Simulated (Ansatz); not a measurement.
The compound is SrNbO3 (Pm-3m).

The structure is cubic, space group Pm-3m (No. 221). The conventional cell has a = 4.070 Å, b = 4.070 Å, c = 4.070 Å, α = 90.00°, β = 90.00°, γ = 90.00°. Sr has 12 O at 2.88 Å nearest. Nb has 6 O at 2.03 Å nearest. Nearest to O lie 2 Nb at 2.03 Å and 4 Sr at 2.88 Å. Farther neighbours and most contacts between anions are not listed.

```xyz
5
Lattice="0.0000 -4.0697 0.0000 -4.0697 0.0000 0.0000 0.0000 0.0000 -4.0697" Properties=species:S:1:pos:R:3 pbc="T T T"
Sr   -2.0348   -2.0348   -2.0348
Nb    0.0000    0.0000    0.0000
O    -2.0348    0.0000    0.0000
O     0.0000    0.0000   -2.0348
O     0.0000   -2.0348    0.0000
```

The cell and positions are those that the Materials Project relaxed with its own functionals (PBE, PBE+U or r2SCAN), kept fixed. The program's search for lower electronic states was switched off, so nothing shows that the state found is the lowest. PAW set soft_2, made with PBE.

A constrained-RPA run (Ansatz 0.2.0; non-magnetic LDA; Nb t2g, bands v1 to c2, 6×6×6 mesh, medium accuracy) builds 3 functions on bands 3.8 eV wide, with 1.0 electrons in the window. The bare on-site interaction is 10.8 eV and the bare J 0.38 eV.

What U and J survive the screening?

On the Nb t2g shell, U = 2.97 eV (27 % of the bare value), U′ = 2.41 eV, J = 0.28 eV.

The parent state is non-magnetic and the interaction static (zero frequency); U depends on the window and the orbitals, so it belongs to this model alone.

[Paths, hosts, dates, memory and timing lines, banners, echoed tables and standing remarks are left out of the program output.]

[Logs are printed without paths, hosts, clocks, repeated set-up lines and the standing remarks that a program may print on its own settings, such as how far it seeks lower states.]

[Runs of the session that timed out or met a known fault of the program may be left out.]

[Hosts, paths, dates, database ids (printed as entryN), source tags and the programs' standing remarks are cut or masked in the printed files.]
